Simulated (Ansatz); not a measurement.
# Lattice dynamics of YbSn (P4/mmm)

Aim: the phonons of YbSn (P4/mmm) at a cell relaxed beforehand at this level. After the zone centre comes a 4×4×4 q mesh on a 12×12×12 k mesh.

Calculated with Ansatz 0.2.0; DFT PBEsol, scalar-relativistic, plane waves, PAW.

### Step 1. The starting structure

The structure is tetragonal, space group P4/mmm (No. 123). Conventional cell: a = 3.387 Å, b = 3.387 Å, c = 4.380 Å, α = 90.00°, β = 90.00°, γ = 90.00°. Nearest to Yb lie 8 Sn at 3.25 Å and 4 Yb at 3.39 Å. Nearest to Sn lie 8 Yb at 3.25 Å and 4 Sn at 3.39 Å. Farther neighbours are not listed.

### Step 2. Modes at Γ

The cell comes from relaxations at this level that are not shown. The zone centre comes first: it holds the modes that light can see, as far as symmetry allows. No field response is asked, since the mesh shows no gap.

Input file input.yaml:

```yaml
crystal:
  lattice:
    - [3.3869774034, 0.0, 0.0]
    - [0.0, 3.3869774034, 0.0]
    - [0.0, 0.0, 4.3800751451]
  atoms:
    - { symbol: Yb, position: [0.5, 0.5, 0.5] }
    - { symbol: Sn, position: [0.0, 0.0, 0.0] }
kpoints:
  mp_grid: { grid: [12, 12, 12] }
hamiltonian:
  xc: pbesol
scf:
  occupations: { method: methfessel_paxton, width: 0.2 }
output:
  eigenvalues: true
phonons:
  method: dfpt
```

Command:

```console
$ ansatz run input.yaml --threads 4 --pin off --max-ram 14336MiB --backend cpu --events-out ev --progress --plain --runs-dir out
```

Numbers of over 12 decimals in the logs are rounded to 6 here.

What it wrote:

```text
zone centre: on kpoints.mp_grid the ground state, and the responses unless they are solved on pairs of k-points, stand on 343 of the mesh's 1728 k-points, reduced under 8 symmetry operations, with k and −k counted as one. Each operation leaves every solved displacement unchanged or reverses it
Engine: ansatz 0.2.0, aarch64-unknown-linux-gnu
Pseudopotentials: kind: paw
Pseudopotential: Yb, paw, valence charge 24, recommended cutoff 420 eV (normal), Yb.paw.azcp
Pseudopotential: Sn, paw, valence charge 14, recommended cutoff 420 eV (normal), Sn.paw.azcp
Functional definition: PBEsol
  exchange = pbesol_x
  correlation = pbesol_c
Crystal: 2 atoms, lattice volume = 50.247 Å³
Basis set: ecut = 420 eV, 1011 PW (Γ), exchange–correlation on 48×48×60 points (8 copies of the dense FFT grid, shifted against one another)
Bands: 23, of which v1, the nominal top of the filled ones, is band 19 counted from 1 (18 counted from 0)
Symmetry: 16 space group operations
k-points: 343 of 1728 (irreducible under 8 space group operations)
Non-local potential: Yb, projectors of the file, l = 0: 3, l = 1: 2, l = 2: 2, l = 3: 3
Non-local potential: Sn, projectors of the file, l = 0: 2, l = 1: 2, l = 2: 2, l = 3: 2
PAW form: soft (Blöchl's): semilocal exchange-correlation on the pseudo side does not see the compensation charge
PAW frozen core: Yb, regenerated for the run's functional, and the local potential with it (the file was generated under x = pbe(κ = 0.804, μ = 0.219515), c = pbe(β = 0.066725))
PAW frozen core: Sn, regenerated for the run's functional, and the local potential with it (the file was generated under x = pbe(κ = 0.804, μ = 0.219515), c = pbe(β = 0.066725))
PAW one-centre angular grid: Yb, 590 points (default); XC on 64 Gauss nodes
PAW one-centre angular grid: Sn, 590 points (default); XC on 64 Gauss nodes
Initial density: superposition of atomic densities (chi_scale 0.1, normalization cell)
Initial wavefunctions: pseudopotential atomic-orbital guess
Functional: x = pbesol(κ = 0.804, μ = 0.123457), c = pbesol(β = 0.046)
SCF iter   1: F=—  HF=-19627.682770 eV  |F-HF|=—  |Δ(HF+E_count)|=         —  Δρ=2.05e-2  dr2=2.09e-1  ethr=3.10e-3  ⟨swp⟩=5.4  Hψ=32475  notcnv=0
preconditioner: auto → Kerker (q_TF=auto, 2.604 Å⁻¹)  [metal: Δε(μ)=0.008 eV  Ē_g=13.050 eV  σ=0.200 eV  W_gap=0.04  n_scr=14 (ndim 8)  ℏωp=31.4 eV  f_vac=0.000  D(μ)=6.65/eV (n_scr^D=98)]
SCF iter   2: F=—  HF=-19627.648954 eV  |F-HF|=—  |Δ(HF+E_count)|=   3.38e-2  S|Δr|=    0.00e0  Δρ=1.33e-2  dr2=8.82e-2  ethr=5.49e-4  ⟨swp⟩=2.4  Hψ=16723  notcnv=0
SCF iter   3: F=—  HF=-19627.653825 eV  |F-HF|=—  |Δ(HF+E_count)|=   4.87e-3  S|Δr|=    0.00e0  Δρ=7.31e-3  dr2=2.06e-2  ethr=2.32e-4  ⟨swp⟩=2.0  Hψ=13892  notcnv=0
SCF iter   4: F=—  HF=-19627.642553 eV  |F-HF|=—  |Δ(HF+E_count)|=   1.13e-2  S|Δr|=    0.00e0  Δρ=4.02e-3  dr2=5.99e-3  ethr=5.43e-5  ⟨swp⟩=2.2  Hψ=13484  notcnv=0
SCF iter   5: F=—  HF=-19627.641585 eV  |F-HF|=—  |Δ(HF+E_count)|=   9.69e-4  S|Δr|=    0.00e0  Δρ=1.99e-3  dr2=1.26e-3  ethr=1.58e-5  ⟨swp⟩=1.0  Hψ=10075  notcnv=0
SCF iter   6: F=—  HF=-19627.641732 eV  |F-HF|=—  |Δ(HF+E_count)|=   1.47e-4  S|Δr|=    0.00e0  Δρ=2.04e-3  dr2=8.07e-4  ethr=3.31e-6  ⟨swp⟩=2.2  Hψ=13785  notcnv=0
SCF iter   7: F=—  HF=-19627.641279 eV  |F-HF|=—  |Δ(HF+E_count)|=   4.52e-4  S|Δr|=    0.00e0  Δρ=4.82e-4  dr2=6.15e-5  ethr=2.12e-6  ⟨swp⟩=2.0  Hψ=11590  notcnv=0
SCF iter   8: F=—  HF=-19627.641267 eV  |F-HF|=—  |Δ(HF+E_count)|=   1.23e-5  S|Δr|=    0.00e0  Δρ=3.21e-4  dr2=2.64e-5  ethr=1.62e-7  ⟨swp⟩=1.9  Hψ=9785  notcnv=0
SCF iter   9: F=—  HF=-19627.641257 eV  |F-HF|=—  |Δ(HF+E_count)|=   1.03e-5  S|Δr|=    0.00e0  Δρ=4.65e-5  dr2=1.80e-6  ethr=6.94e-8  ⟨swp⟩=1.4  Hψ=8521  notcnv=0
SCF iter  10: F=—  HF=-19627.641256 eV  |F-HF|=—  |Δ(HF+E_count)|=   8.60e-7  S|Δr|=    0.00e0  Δρ=4.96e-5  dr2=8.51e-7  ethr=4.75e-9  ⟨swp⟩=2.2  Hψ=13528  notcnv=0
SCF iter  11: F=—  HF=-19627.641256 eV  |F-HF|=—  |Δ(HF+E_count)|=   1.87e-7  S|Δr|=    0.00e0  Δρ=1.50e-5  dr2=7.50e-8  ethr=2.24e-9  ⟨swp⟩=1.0  Hψ=7896  notcnv=0
SCF iter  12: F=—  HF=-19627.641256 eV  |F-HF|=—  |Δ(HF+E_count)|=   2.82e-8  S|Δr|=    0.00e0  Δρ=2.44e-6  dr2=3.85e-9  ethr=1.97e-10  ⟨swp⟩=2.4  Hψ=13381  notcnv=0
SCF iter  13: F=—  HF=-19627.641256 eV  |F-HF|=—  |Δ(HF+E_count)|=  8.69e-10  S|Δr|=    0.00e0  Δρ=1.18e-6  dr2=8.81e-10  ethr=1.01e-11  ⟨swp⟩=2.2  Hψ=12536  notcnv=0
SCF iter  14: F=—  HF=-19627.641256 eV  |F-HF|=—  |Δ(HF+E_count)|=  2.22e-10  S|Δr|=    0.00e0  Δρ=4.02e-7  dr2=8.42e-11  ethr=2.32e-12  ⟨swp⟩=2.3  Hψ=11929  notcnv=0
SCF iter  15: F=—  HF=-19627.641256 eV  |F-HF|=—  |Δ(HF+E_count)|=  1.82e-11  S|Δr|=    0.00e0  Δρ=1.70e-7  dr2=5.73e-12  ethr=1.00e-12  ⟨swp⟩=6.2  Hψ=47568  notcnv=0
SCF iter  16: F=-19627.641256 eV  HF=-19627.641256 eV  |F-HF|=0.00e0  |Δ(HF+E_count)|=  3.64e-12  S|Δr|=    0.00e0  Δρ=2.08e-8  dr2=1.43e-13  ethr=1.00e-12  ⟨swp⟩=6.0  Hψ=39807  notcnv=0
the search or the solves at the SCF's close seem to have found levels that the self-consistency loop had missed (the run counts 2). By its estimate they hold under 1e-12 electrons; where the run keeps them, the occupations were computed again with them
SCF 1 converged in 16 iterations: F = -19627.641256 eV  dr2 = 1.43e-13
  greatest PAW one-centre occupation: 0.997 electrons in one spin orbital (limit 2), on the Yb atom at site 0 (counted from 0), in its partial waves of l = 0
DFPT response loops at Γ: preconditioner auto → Kerker (q_TF=auto, 2.604 Å⁻¹) (partly filled bands, converged f_vac=0.000); β = 1.00, the filter's whole step (`scf.mixing.beta` (0.50) is not read by the response loops under this deck's `scf.mixing.preconditioner`; to damp them name `kerker` or `kerker_dos`, under which they read `scf.mixing.beta`, and type it under 1.00, their step now; both keys bind the ground state too); Broyden in place of MSR1
SCF converged after 16 iterations
Stability not checked: this state was not tested for a lower state beside it, because cold or Methfessel-Paxton smearing, or corrected tetrahedra, fill the levels in a way that the test cannot read (fill_not_monotonic; see scf.lower_state_search)
Free energy (F): -19627.641256 eV
Harris-Foulkes:  -19627.641256 eV  (|F-HF|=0.00e0)
Internal energy: -19627.760124 eV  (E = F + TS)
E sigma→0 (E₀):  -19627.670973 eV
Entropy (-TS):   0.118868 eV (59.434 meV/atom)
Fermi energy:    13.719345 eV
--- Per-component energies (eV) ---
  E_band       = 38.472476
  E_kinetic    = 548.059035
  E_local      = -6594.946030  (includes V_loc(G=0)·N_el)
  E_nonlocal   = 521.034395
  E_hartree    = 3053.770922
  E_xc         = -543.745510
  E_vxc        = -303.052044  (∫ρ·V_xc dr)
  E_paw        = -11301.633753  (= ΣΔE_a)
  E_vpaw       = -240.164707  (= ΣTr[D̂ρ^β])
  E_aug_tail   = 0.000002  (compensation charges beyond the density's cutoff)
  E_ewald      = -5311.713218
  E_core_change = 1.414034  (= ΣΔE_core)
  E_smearing   = 0.118868  (= −TS)
  E_closure    = 0.000000  (closes the sum)
  Σ components = -19627.641256   (vs F -19627.641256, Δ=0.00e0)
--- Band table (eV; the first three rows and the last of 343) ---
  k-point 0: bands = [... 15 lower, 13.4734, 13.4860, 13.4860, 13.8688, 14.3894, 17.4438, 17.4438, 18.8023]
  k-point 1: bands = [... 15 lower, 13.4740, 13.4891, 13.4891, 14.2527, 14.4045, 17.1835, 17.1835, 19.1495]
  k-point 2: bands = [... 15 lower, 13.4753, 13.4984, 13.4984, 14.4462, 14.9947, 16.7317, 16.7317, 19.8607]
  k-point 342: bands = [... 15 lower, 13.5002, 13.5127, 13.5127, 13.5406, 13.5562, 17.0336, 17.9406, 17.9406]
--- Phonons (Γ-DFPT): 4 representative perturbations + reference, on 343 of 1728 k-points (Σ response iterations 12) ---
  k mesh reduced under 8 symmetry operations, with k and −k counted as one. Each operation leaves every solved displacement unchanged or reverses it
  ASR residual: 1.939e-5 → 0.000e0 eV/Å²; symmetrization residual: 2.733e-5 eV/Å²
  ASR residual per site (eV/Å²): 1.67e-5 1.94e-5
  Γ frequencies (cm⁻¹): 0.00 0.00 0.00 101.12 101.12 133.29
  non-analytic LO–TO correction: not included (Born effective charges unavailable; polar crystals: no LO–TO splitting at Γ)
```

The job ended after 56 s (4 threads of Arm Neoverse V1, shared host; peak memory 1.5 GiB; 3.5 min of CPU time).

The column dr2 measures how far the density is from self-consistency, as an energy; F and HF (Harris–Foulkes) agree once it is small.

This step gave:

```yaml
volume_per_atom: 25.12 Å³
gap_on_the_k_mesh: 0 eV
sum_rule_residual_before_enforcement: 1.94e-5 eV/Å²
point_group: 4/mmm
highest_optical_mode_at_the_zone_centre_no_lo_to_term: 133.3 cm⁻¹
lowest_optical_zone_centre_mode: 101.1 cm⁻¹
```

Patterns of degenerate modes are one choice out of their space. Modes at Γ, with each element's share of the kinetic energy:

```tsv
mode	frequency (cm⁻¹)	symmetry	Yb %	Sn %
1	0.0	acoustic	59	41
2	0.0	acoustic	59	41
3	0.0	acoustic	59	41
4	101.1	Eu	41	59
5	101.1	Eu	41	59
6	133.3	A2u	41	59
```

Displacements in mode 4 (101.1 cm⁻¹), the largest set to 1:
```
Yb1  0.00 -0.69  0.00
Sn2  0.00  1.00  0.00
```

Displacements in mode 6 (133.3 cm⁻¹), the largest set to 1:
```
Yb1  0.00  0.00 -0.69
Sn2  0.00  0.00  1.00
```

Before it was imposed, the acoustic sum rule was missed by 1.9e-5 eV/Å². Small misses are needed for a sound result but don't prove that mesh and cutoff are converged. The lowest optical mode is real, 101 cm⁻¹.

(Continued in part 2 of 2.)

[Logs are printed without paths, hosts, clocks, repeated set-up lines and the standing remarks that a program may print on its own settings, such as how far it seeks lower states.]

[Hosts, paths, dates, database ids (printed as entryN), source tags and the programs' standing remarks are cut or masked in the printed files.]
